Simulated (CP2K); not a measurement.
The N K edge of ammonia trimer was computed by TDDFT (CP2K XAS_TDP, aug-cc-pVDZ, TDA) at these levels: PBE0, PBEh(45%) and PBEh(45%) + GW2X. The first three lines of N1 (bonded to 3 H, gives 1 H bond, takes 1) with a strength over 0.0015, energy in eV and strength:

```csv
run,first,second,third
1,397.01 (0.007),398.11 (0.022),398.38 (0.006)
2,389.42 (0.002),390.22 (0.004),390.48 (0.002)
3,402.91 (0.007),404.01 (0.022),404.27 (0.006)
```

Question: Which run is which?

Run 1: PBEh(45%) (45 % exact exchange). Run 2: PBE0 (25 % exact exchange). Run 3: PBEh(45%) + GW2X (45 % exact exchange). Self-interaction lifts the core level, so the uncorrected lines rise with the share of exact exchange. The GW2X run keeps the spacings of its parent: 1.10 eV between the first two lines in run 3, 1.10 eV in run 1. Its shift is +5.90 eV, since the Kohn–Sham level at this share of exchange lies that far above the quasiparticle level.

[Banner, clock and machine lines of the logs are left out without a mark of their own.]

[Logs are printed without paths, hosts, clocks, repeated set-up lines and the standing remarks that a program may print on its own settings, such as how far it seeks lower states.]

[Hosts, paths, dates, database ids (printed as entryN), source tags and the programs' standing remarks are cut or masked in the printed files.]
